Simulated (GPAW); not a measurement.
Consider CuPd (Skaergaardite, Pm-3m).

```
Pd Cu
1.0
     2.98800    0.00000    0.00000
     0.00000    2.98800    0.00000
     0.00000    0.00000    2.98800
Pd Cu
1 1
Direct
  0.50000 0.50000 0.50000
  0.00000 0.00000 0.00000
```

Absorber: atom 2, with 8 Pd at 2.59 Å and 6 Cu at 2.99 Å (cube and octahedron, as in bcc, site symmetry m-3m). Method: GPAW, LDA, excited-electron core hole (neutral cell), 18-atom cell with 6.7 Å between holes, 5×5×5 k points, dipole transitions, Gaussian full width 1.55 eV up to 4 eV, rising linearly to 3.5 eV at 25 eV.

The database entry behind the starting cell differs from later determinations by our own check (about 0.35 % long), so it need not match the best structure at ambient conditions.

**Question.** What does the Cu K edge look like?

Main maxima up to 30 eV above the zero (height): 2.6 eV (0.60), 10.2 eV (1.56) and 17.4 eV (1.18). A K edge sees empty p states on the absorber. The total-energy difference is 8990.29 eV. One term is added: -29.79 eV, since the hole is spin-paired here and a spin-polarised one costs that much less in the free atom (computed apart). The photon energy is then 8960.50 eV. The tabulated edge of the element is 8979 eV. The functional leaves an error in such absolute values: in the free atom LDA prices this hole 18.3 eV below PBE (computed apart), and PBE is itself good to a few eV.

The Cu K spectrum (energy from the lowest empty level; intensity scaled to a mean of 1 over the first 20 eV):

```csv
E (eV),intensity
-2.0,0.00
-1.0,0.02
0.0,0.16
1.0,0.44
2.0,0.59
3.0,0.59
4.0,0.55
5.0,0.49
6.0,0.49
7.0,0.77
8.0,1.08
9.0,1.41
10.0,1.56
11.0,1.54
12.0,1.47
13.0,1.36
14.0,1.29
15.0,1.18
16.0,1.12
17.0,1.17
18.0,1.16
19.0,1.07
20.0,0.95
21.0,0.86
22.0,0.80
23.0,0.79
24.0,0.80
25.0,0.81
26.0,0.83
27.0,0.86
28.0,0.87
29.0,0.89
30.0,0.96
31.0,1.06
32.0,1.13
```

The script folds with a Gaussian, whereas the core hole's own line is a Lorentzian, so the onset is too steep and the first peak too high. Lifetime broadening is put in by hand, and intensities beyond about 20 eV depend on it and on the partial waves; weight that the partial waves miss at high energy is lost. The structure is a published determination, not relaxed.

[Banner, clock and machine lines of the logs are left out without a mark of their own.]

[Logs are printed without paths, hosts, clocks, repeated set-up lines and the standing remarks that a program may print on its own settings, such as how far it seeks lower states.]

[Hosts, paths, dates, database ids (printed as entryN), source tags and the programs' standing remarks are cut or masked in the printed files.]

[Lists of maxima count a maximum above −3 eV only where it reaches 4 % of the highest in the window and stands out from its surroundings by 2 % of it (1.5 % where it reaches 55 %); shoulders and weaker maxima are passed over, and of the rest the first, up to two pre-edge ones and the few strongest are named.]
